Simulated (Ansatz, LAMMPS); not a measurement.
# Glassy 44SiO2-44B2O3-6MgO-6CaO (mol %) (120 atoms): geometry optimisation

Aim: bring glassy 44SiO2-44B2O3-6MgO-6CaO (mol %) (120 atoms) to a nearby minimum of the energy and see what moves.

Calculated with Ansatz 0.2.0; Kohn-Sham DFT, PBE, PAW (set soft_2), plane waves.

### 1. The structure

The cell holds 120 atoms: 14 Si, 28 B, 2 Mg, 2 Ca and 74 O. Cell: a = 11.309 Å, b = 11.309 Å, c = 11.309 Å, α = 90.0°, β = 90.0°, γ = 90.0°. 120 atoms (14 Si, 28 B, 2 Mg, 2 Ca, 74 O) placed at random at 2.14 g/cm³, melted at 3000 K for 20 ps at fixed volume with the Buckingham and Coulomb pair potential of Guillot and Sator (Geochim. Cosmochim. Acta 71, 1249 (2007)) with the boron terms of Wang et al. (J. Non-Cryst. Solids 498, 294 (2018)). Quenched from 3000 K to 300 K at 50 K/ps and fixed volume, held 10 ps at zero pressure.

Limits known from the start: The quench rate of 50 K/ps is many orders above laboratory rates, so the cell is likely richer in defects and strain than a real sample. The starting topology of bonds comes from the classical model. Sampling is at Γ alone, for a cell whose shortest periodic width is 11 Å.

### 2. The classical run that made the cell

A classical potential supplies the starting structure, since it reaches far longer times than DFT.

This step: classical MD, Buckingham and Coulomb pair potential of Guillot and Sator (Geochim. Cosmochim. Acta 71, 1249 (2007)) with the boron terms of Wang et al. (J. Non-Cryst. Solids 498, 294 (2018)) (LAMMPS 22 Jul 2025 - Update 4).

File in.lmp:

```
# melt-quench of Si14B28Mg2Ca2O74
units metal
atom_style charge
boundary p p p
region box block 0 11.5960 0 11.5960 0 11.5960
create_box 5 box
mass 1 28.0850   # Si
mass 2 10.8100   # B
mass 3 24.3050   # Mg
mass 4 40.0780   # Ca
mass 5 15.9990   # O
create_atoms 1 random 14 892594 NULL overlap 1.5 maxtry 2000
create_atoms 2 random 28 892601 NULL overlap 1.5 maxtry 2000
create_atoms 3 random 2 892608 NULL overlap 1.5 maxtry 2000
create_atoms 4 random 2 892615 NULL overlap 1.5 maxtry 2000
create_atoms 5 random 74 892622 NULL overlap 1.5 maxtry 2000
pair_style buck/coul/long 9.0
pair_coeff * * 0.0 1.0 0.0
pair_coeff 1 5 50306.10 0.161 46.2978   # Si-O
pair_coeff 2 5 206941.81 0.124 35.0018   # B-O
pair_coeff 3 5 32652.64 0.178 27.281   # Mg-O
pair_coeff 4 5 155667.70 0.178 42.2597   # Ca-O
pair_coeff 5 5 9022.79 0.265 85.0921   # O-O
pair_coeff 2 2 484.40 0.35 0.0   # B-B
pair_coeff 1 2 337.70 0.29 0.0   # Si-B
set type 1 charge 1.89
set type 2 charge 1.4175
set type 3 charge 0.945
set type 4 charge 0.945
set type 5 charge -0.945
kspace_style pppm 1.0e-4
neigh_modify delay 0 every 1 check yes
thermo_style custom step time temp pe press density
thermo_modify norm yes
# [... 17 lines left out ...]
fix md all nvt temp 3000 300 0.1
run 54000 post no
unfix md
thermo 3333
fix md all npt temp 300 300 0.1 iso 0 0 1
run 10000 post no
unfix md
write_dump all custom glass.dump id type xs ys zs modify sort id
```

Run with:

```console
lmp -in in.lmp -log none -nocite
```

Numbers of over 12 decimals in the logs are rounded to 6 here.

Log:

```text
LAMMPS (22 Jul 2025 - Update 4)
Created orthogonal box = (0 0 0) to (11.596 11.596 11.596)
Created 14 atoms
Created 28 atoms
Created 2 atoms
Created 2 atoms
Created 74 atoms
PPPM initialization ...
  G vector (1/distance) = 0.32945166
  grid = 10 10 10
  estimated relative force accuracy = 5.8281374e-05
   Step          Time           Temp          PotEng         Press         Density
         0   0              0             -1.0054446      962215.16      2.1389946
       100   0.1            0             -11.295974     -22242.447      2.1389946
       114   0.114          0             -11.32744      -17939.891      2.1389946
[... 19 lines left out ...]
[... 2 lines left out ...]
Loop time of 16.9569 s on 1 MPI rank(s) for 20000 steps with 120 atoms
   Step          Time           Temp          PotEng         Press         Density
[... 12 lines left out ...]
Loop time of 45.3504 s on 1 MPI rank(s) for 54000 steps with 120 atoms
   Step          Time           Temp          PotEng         Press         Density
[... 1 line left out ...]
     76659   76.659         279.48124     -11.527763      1946.785       2.3170579
     79992   79.992         309.56815     -11.533065      18994.455      2.3353929
     83325   83.325         292.6075      -11.535971      15802.524      2.3359219
     85000   85             287.90489     -11.529952     -19552.457      2.3058345
Loop time of 10.5973 s on 1 MPI rank(s) for 10000 steps with 120 atoms
```

Run time: 74 s. Hardware: 1 thread of Arm Neoverse N1, shared host; peak memory 0.071 GiB.

### 3. Single point at the start

A single point comes first, to see the forces before anything moves.

File input.yaml:

```yaml
crystal:
  lattice:
    - [11.30929, 0.0, 0.0]
    - [0.0, 11.30929, 0.0]
    - [0.0, 0.0, 11.30929]
  atoms:
    - { symbol: Si, position: [0.07331, 0.40179, 0.2888] }
    - { symbol: Si, position: [0.54627, 0.36286, 0.61748] }
    - { symbol: Si, position: [0.30899, 0.95816, 0.27922] }
    - { symbol: Si, position: [0.74084, 0.44779, 0.05416] }
    - { symbol: Si, position: [0.15606, 0.84533, 0.47074] }
    - { symbol: Si, position: [0.44014, 0.63446, 0.25342] }
    - { symbol: Si, position: [0.68115, 0.70876, 0.13026] }
    - { symbol: Si, position: [0.25414, 0.09878, 0.77462] }
    - { symbol: Si, position: [0.73443, 0.23857, 0.47728] }
    - { symbol: Si, position: [0.61691, 0.82285, 0.59098] }
    - { symbol: Si, position: [0.50284, 0.08937, 0.88431] }
    - { symbol: Si, position: [0.70792, 0.55584, 0.53622] }
    - { symbol: Si, position: [0.88288, 0.99294, 0.75558] }
    - { symbol: Si, position: [0.90537, 0.34143, 0.86278] }
    - { symbol: B, position: [0.03615, 0.12653, 0.89873] }
    - { symbol: B, position: [0.54995, 0.00762, 0.27105] }
    - { symbol: B, position: [0.49493, 0.19394, 0.11634] }
    - { symbol: B, position: [0.54448, 0.74575, 0.80787] }
    - { symbol: B, position: [0.40038, 0.19853, 0.43146] }
    - { symbol: B, position: [0.16912, 0.21814, 0.44846] }
    - { symbol: B, position: [0.15067, 0.3387, 0.06538] }
    - { symbol: B, position: [0.75455, 0.27145, 0.24254] }
    - { symbol: B, position: [0.28671, 0.45456, 0.89672] }
    - { symbol: B, position: [0.26692, 0.7766, 0.11279] }
    - { symbol: B, position: [0.16468, 0.14215, 0.19592] }
    - { symbol: B, position: [0.89112, 0.4243, 0.45236] }
    - { symbol: B, position: [0.30585, 0.74957, 0.87818] }
    - { symbol: B, position: [0.29019, 0.34719, 0.67647] }
    - { symbol: B, position: [0.41962, 0.71115, 0.51171] }
    - { symbol: B, position: [0.03166, 0.04892, 0.54727] }
    - { symbol: B, position: [0.10465, 0.47157, 0.5905] }
    - { symbol: B, position: [0.18008, 0.69238, 0.67694] }
    - { symbol: B, position: [0.66263, 0.91408, 0.99318] }
    - { symbol: B, position: [0.92836, 0.09632, 0.23724] }
    - { symbol: B, position: [0.71196, 0.1738, 0.79994] }
    - { symbol: B, position: [0.88853, 0.54164, 0.72842] }
    - { symbol: B, position: [0.5968, 0.50314, 0.83743] }
    - { symbol: B, position: [0.71973, 0.00103, 0.43339] }
    - { symbol: B, position: [0.45626, 0.37194, 0.26876] }
    - { symbol: B, position: [0.81608, 0.90513, 0.16621] }
    - { symbol: B, position: [0.88772, 0.75201, 0.82747] }
    - { symbol: B, position: [0.11322, 0.63783, 0.3104] }
    - { symbol: Mg, position: [0.39567, 0.58283, 0.76329] }
    - { symbol: Mg, position: [0.92007, 0.66526, 0.09149] }
    - { symbol: Ca, position: [0.37894, 0.99616, 0.57368] }
    - { symbol: Ca, position: [0.32128, 0.46361, 0.45406] }
    - { symbol: O, position: [0.42333, 0.76586, 0.8403] }
    - { symbol: O, position: [0.6928, 0.28329, 0.34825] }
    - { symbol: O, position: [0.73015, 0.34228, 0.14487] }
    - { symbol: O, position: [0.2648, 0.78716, 0.98825] }
    - { symbol: O, position: [0.8594, 0.42563, 0.97491] }
    - { symbol: O, position: [0.13015, 0.72536, 0.39227] }
    - { symbol: O, position: [0.59388, 0.46679, 0.5312] }
    - { symbol: O, position: [0.74774, 0.58138, 0.10412] }
    - { symbol: O, position: [0.64102, 0.46287, 0.94573] }
    - { symbol: O, position: [0.63518, 0.79415, 0.01553] }
    - { symbol: O, position: [0.77836, 0.10411, 0.46159] }
    - { symbol: O, position: [0.14747, 0.52473, 0.33853] }
    - { symbol: O, position: [0.08072, 0.15278, 0.50291] }
    - { symbol: O, position: [0.20062, 0.78296, 0.59693] }
    - { symbol: O, position: [0.40108, 0.35083, 0.60925] }
    - { symbol: O, position: [0.38866, 0.62333, 0.59844] }
    - { symbol: O, position: [0.6586, 0.97997, 0.32904] }
    - { symbol: O, position: [0.26531, 0.09321, 0.24917] }
    - { symbol: O, position: [0.2915, 0.42849, 0.77788] }
    - { symbol: O, position: [0.95717, 0.03285, 0.87409] }
    - { symbol: O, position: [0.58275, 0.98467, 0.93153] }
    - { symbol: O, position: [0.38778, 0.04543, 0.8069] }
    - { symbol: O, position: [0.7945, 0.78386, 0.18067] }
    - { symbol: O, position: [0.93032, 0.64785, 0.77679] }
    - { symbol: O, position: [0.23398, 0.69655, 0.79197] }
    - { symbol: O, position: [0.41547, 0.68274, 0.39121] }
    - { symbol: O, position: [0.5397, 0.10036, 0.18414] }
    - { symbol: O, position: [0.58599, 0.1824, 0.80537] }
    - { symbol: O, position: [0.57302, 0.67833, 0.21429] }
    - { symbol: O, position: [0.7916, 0.2615, 0.82738] }
    - { symbol: O, position: [0.99886, 0.46629, 0.52719] }
    - { symbol: O, position: [0.56883, 0.43003, 0.74458] }
    [... 36 atom lines left out ...]
    - { symbol: O, position: [0.60843, 0.82005, 0.73497] }
    - { symbol: O, position: [0.77558, 0.54026, 0.66493] }
    - { symbol: O, position: [0.23181, 0.8707, 0.18587] }
    - { symbol: O, position: [0.57727, 0.62541, 0.81921] }
    - { symbol: O, position: [0.84059, 0.18189, 0.23815] }
    - { symbol: O, position: [0.26806, 0.92375, 0.41046] }
kpoints:
  mp_grid: { grid: [1, 1, 1] }
hamiltonian:
  xc: pbe
scf:
  occupations: { method: fixed }
output:
  forces: true
  stress: true
  populations: true
  dos:
    method: { smearing: { sigma: 0.15 } }
    de: 0.1
    projected: { site_lists: { B: [B], Ca: [Ca], Mg: [Mg], O: [O], Si: [Si] } }
  eigenvalues: true
```

Run with:

```console
ansatz run input.yaml --threads 4 --pin off --max-ram 8192MiB --backend cpu --events-out ev --progress --plain --runs-dir out
```

Log:

```text
Engine: ansatz 0.2.0, aarch64-unknown-linux-gnu
Pseudopotentials: kind: paw
Pseudopotential: Si, paw, valence charge 4, recommended cutoff 420 eV (normal), Si.paw.azcp
Pseudopotential: B, paw, valence charge 3, recommended cutoff 420 eV (normal), B.paw.azcp
Pseudopotential: Mg, paw, valence charge 10, recommended cutoff 420 eV (normal), Mg.paw.azcp
Pseudopotential: Ca, paw, valence charge 10, recommended cutoff 420 eV (normal), Ca.paw.azcp
Pseudopotential: O, paw, valence charge 6, recommended cutoff 420 eV (normal), O.paw.azcp
Functional definition: PBE
  parameter kappa = 0.804
  parameter beta = 0.066725
  exchange = pbe_x(kappa = kappa, mu = beta*pi^2/3)
  correlation = pbe_c(beta = beta)
Crystal: 120 atoms, lattice volume = 1446.459 Å³
Basis set: ecut = 420 eV, 28353 PW (Γ), exchange–correlation on 160×160×160 points (8 copies of the dense FFT grid, shifted against one another)
Bands: 432, of which v1, the nominal top of the filled ones, is band 312 counted from 1 (311 counted from 0)
Symmetry: 1 space group operations
Space group: P1 (ITA 1), of the structure as read, at distance tolerance 1.1e-4 Å
k-points: 1
Non-local potential: Si, projectors of the file, l = 0: 2, l = 1: 2, l = 2: 2
Non-local potential: B, projectors of the file, l = 0: 2, l = 1: 2, l = 2: 1
Non-local potential: Mg, projectors of the file, l = 0: 3, l = 1: 2, l = 2: 1
Non-local potential: Ca, projectors of the file, l = 0: 3, l = 1: 2, l = 2: 2
Non-local potential: O, projectors of the file, l = 0: 2, l = 1: 2, l = 2: 1
PAW form: soft (Blöchl's): semilocal exchange-correlation on the pseudo side does not see the compensation charge
PAW one-centre angular grid: Si, 110 points (default); XC on 64 Gauss nodes
PAW one-centre angular grid: B, 110 points (default); XC on 64 Gauss nodes
PAW one-centre angular grid: Mg, 110 points (default); XC on 64 Gauss nodes
PAW one-centre angular grid: Ca, 110 points (default); XC on 64 Gauss nodes
PAW one-centre angular grid: O, 110 points (default); XC on 64 Gauss nodes
Initial density: superposition of atomic densities (neutral atoms: chi_scale 0, normalization atom), corrected by the library's trained network
Initial wavefunctions: pseudopotential atomic-orbital guess
Functional: x = pbe(κ = 0.804, μ = 0.219515), c = pbe(β = 0.066725)
SCF iter   1: F=—  HF=-62840.696764 eV  |F-HF|=—  |Δ(HF+E_count)|=         —  Δρ=3.64e-3  dr2=2.73e-1  ethr=1.77e-3  ⟨swp⟩=6.0  Hψ=1565  notcnv=0  defer=118
preconditioner: auto → Resta (q_TF=auto, 2.372 Å⁻¹)  ε∞=3.2  [insulator: Δε(μ)=3.714 eV  Ē_g=16.359 eV  n_scr=340 (ndim 8)  ℏωp=24.0 eV  f_vac=0.167  ε∞_Penn≈3.2]
SCF iter   2: F=—  HF=-62840.669082 eV  |F-HF|=—  |Δ(HF+E_count)|=   2.77e-2  Δρ=1.86e-3  dr2=6.61e-2  ethr=4.37e-5  ⟨swp⟩=3.0  Hψ=723  notcnv=0  defer=118
SCF iter   3: F=—  HF=-62840.661771 eV  |F-HF|=—  |Δ(HF+E_count)|=   7.31e-3  Δρ=8.47e-4  dr2=1.75e-2  ethr=1.06e-5  ⟨swp⟩=4.0  Hψ=545  notcnv=0  defer=118
SCF iter   4: F=—  HF=-62840.658052 eV  |F-HF|=—  |Δ(HF+E_count)|=   3.72e-3  Δρ=3.05e-4  dr2=1.80e-3  ethr=2.80e-6  ⟨swp⟩=3.0  Hψ=548  notcnv=0  defer=118
SCF iter   5: F=—  HF=-62840.657868 eV  |F-HF|=—  |Δ(HF+E_count)|=   1.84e-4  Δρ=1.93e-4  dr2=4.99e-4  ethr=2.88e-7  ⟨swp⟩=2.0  Hψ=619  notcnv=0  defer=118
SCF iter   6: F=—  HF=-62840.657793 eV  |F-HF|=—  |Δ(HF+E_count)|=   7.48e-5  Δρ=5.88e-5  dr2=5.13e-5  ethr=8.00e-8  ⟨swp⟩=2.0  Hψ=546  notcnv=0  defer=118
SCF iter   7: F=—  HF=-62840.655175 eV  |F-HF|=—  |Δ(HF+E_count)|=   2.62e-3  Δρ=2.30e-5  dr2=7.85e-6  ethr=8.22e-9  ⟨swp⟩=2.0  Hψ=734  notcnv=0  defer=118
SCF iter   8: F=—  HF=-62840.655179 eV  |F-HF|=—  |Δ(HF+E_count)|=   4.01e-6  Δρ=1.42e-5  dr2=2.45e-6  ethr=1.26e-9  ⟨swp⟩=2.0  Hψ=619  notcnv=0  defer=118
SCF iter   9: F=—  HF=-62840.655179 eV  |F-HF|=—  |Δ(HF+E_count)|=   1.77e-7  Δρ=3.32e-6  dr2=1.65e-7  ethr=3.93e-10  ⟨swp⟩=2.0  Hψ=619  notcnv=0  defer=118
SCF iter  10: F=-62840.655179 eV  HF=-62840.655179 eV  |F-HF|=4.52e-8  |Δ(HF+E_count)|=   1.20e-7  Δρ=2.57e-6  dr2=7.86e-8  ethr=1.60e-11  ⟨swp⟩=22.0  Hψ=3189  notcnv=0
SCF 1 converged in 10 iterations: F = -62840.655179 eV  dr2 = 7.86e-8
  greatest PAW one-centre occupation: 1.000 electrons in one spin orbital (limit 2), on the Mg atom at site 42 (counted from 0), in its partial waves of l = 0
SCF converged after 10 iterations
Free energy (F): -62840.655179 eV
Harris-Foulkes:  -62840.655179 eV  (|F-HF|=4.52e-8)
Internal energy: -62840.655179 eV  (E = F + TS)
E sigma→0 (E₀):  -62840.655179 eV
Fermi energy:    3.658464 eV
--- Per-component energies (eV) ---
  E_band       = -4041.938475
  E_kinetic    = 15747.130326
  E_local      = -47691.546228  (includes V_loc(G=0)·N_el)
  E_nonlocal   = 4527.573201
  E_hartree    = 17726.430982
  E_xc         = -7432.146513
  E_vxc        = -9063.888564  (∫ρ·V_xc dr)
  E_paw        = -23444.357295  (= ΣΔE_a)
  E_vpaw       = -3014.262762  (= ΣTr[D̂ρ^β])
  E_aug_tail   = 0.188940  (compensation charges beyond the density's cutoff)
  E_ewald      = -22273.928593
  E_smearing   = -0.000000  (= −TS)
  E_closure    = -0.000000  (closes the sum)
  Σ components = -62840.655179   (vs F -62840.655179, Δ=0.00e0)
--- Forces (eV/Å), atoms counted from 1 ---
  atom   1  Si    -0.46296720     0.14192544     1.29611436
  atom   2  Si     0.09146398     1.22034555     1.11518944
  atom   3  Si    -0.65093661    -0.61214727    -2.79944288
  atom   4  Si    -0.56175035    -0.80876393    -3.92335597
  atom   5  Si    -0.33718209    -1.93598984     0.06198921
  atom   6  Si    -0.63669660     2.52736783     0.25022517
  atom   7  Si    -0.59065731     1.32286283    -2.22637235
  atom   8  Si    -2.78751780     1.13505830    -0.42364872
  atom   9  Si     1.18833821     1.59957575     0.39184714
  atom  10  Si     0.44190751    -3.51673938    -0.89649168
  atom  11  Si     0.10472219     2.29285533     0.47501395
  atom  12  Si     1.52129419    -0.17348349     1.73333854
  atom  13  Si     0.50386701     2.46892155     0.60035494
  atom  14  Si    -1.38087636     0.36811502     0.05283119
[...]
atom 119  O      0.55505619     0.02565439    -0.65828002
  atom 120  O     -0.54465668    -1.04423334     1.90706947
  max |Σ_I F_I| component: 5.97e-5 eV/Å
--- Stress (GPa, compression-positive) ---
       -4.478091       0.214591      -1.453371
        0.214597      -4.121959       1.338459
       -1.453377       1.338457      -4.611532
  P = ⅓ Tr σ = -4.4039 GPa (-44.039 kbar)
--- Band table (eV) ---
  k-point 0: bands = ["-71.2960", "-70.5268", "-38.1262", "-38.0950", [... 416 levels ...], "13.4875", "13.5572", "13.5844", "13.6276", "13.6996", "13.7237", "13.8047", "13.8381", "13.8602", "13.8883", "13.9543", "14.0108"]
--- Löwdin populations: 120 sites ---
  site symbol       q [e]
     0     Si      2.2481
     1     Si      2.2485
     2     Si      2.2241
[...]
119      O      6.8272
  spilling = 0.010818 (of n_electrons = 624.000000)
```

Elapsed: 50 s, on 4 threads of Arm Neoverse N1, shared host; peak memory 2.1 GiB.

Reading the cycles: dr2 is the Hartree energy of the density residual (eV), the measure of convergence; HF is the Harris–Foulkes estimate of the energy, which meets the free energy F at convergence.

Read from the output:

```
free energy                                      : -62840.6552 eV
free energy per atom                             : -523.6721 eV/atom
SCF cycles                                       : 10
pressure                                         : -4.404 GPa
r.m.s. force component                           : 1.15 eV/Å
longest force                                    : 4.346 eV/Å
Fermi energy                                     : 3.658 eV
gap (highest filled to lowest empty level) : 3.37 eV
spilling of the projection                       : 0.01082
```

The r.m.s. force component of 1.1 eV/Å and the pressure of -4.4 GPa set the starting point.

Length of the force by element:

```csv
element,coordination,atoms,mean length of the force (eV/Å),spread,least,most
B,all,28,2.39,0.868,0.911,4.35
Ca,all,2,0.914,0.0192,0.894,0.933
Mg,all,2,1.36,0.267,1.09,1.63
O,all,74,1.49,0.643,0.361,3.58
Si,all,14,2.48,0.752,1.38,4.04
```

[end of part 1 of 3]

[Logs are printed without paths, hosts, clocks, repeated set-up lines and the standing remarks that a program may print on its own settings, such as how far it seeks lower states.]

[Hosts, paths, dates, database ids (printed as entryN), source tags and the programs' standing remarks are cut or masked in the printed files.]
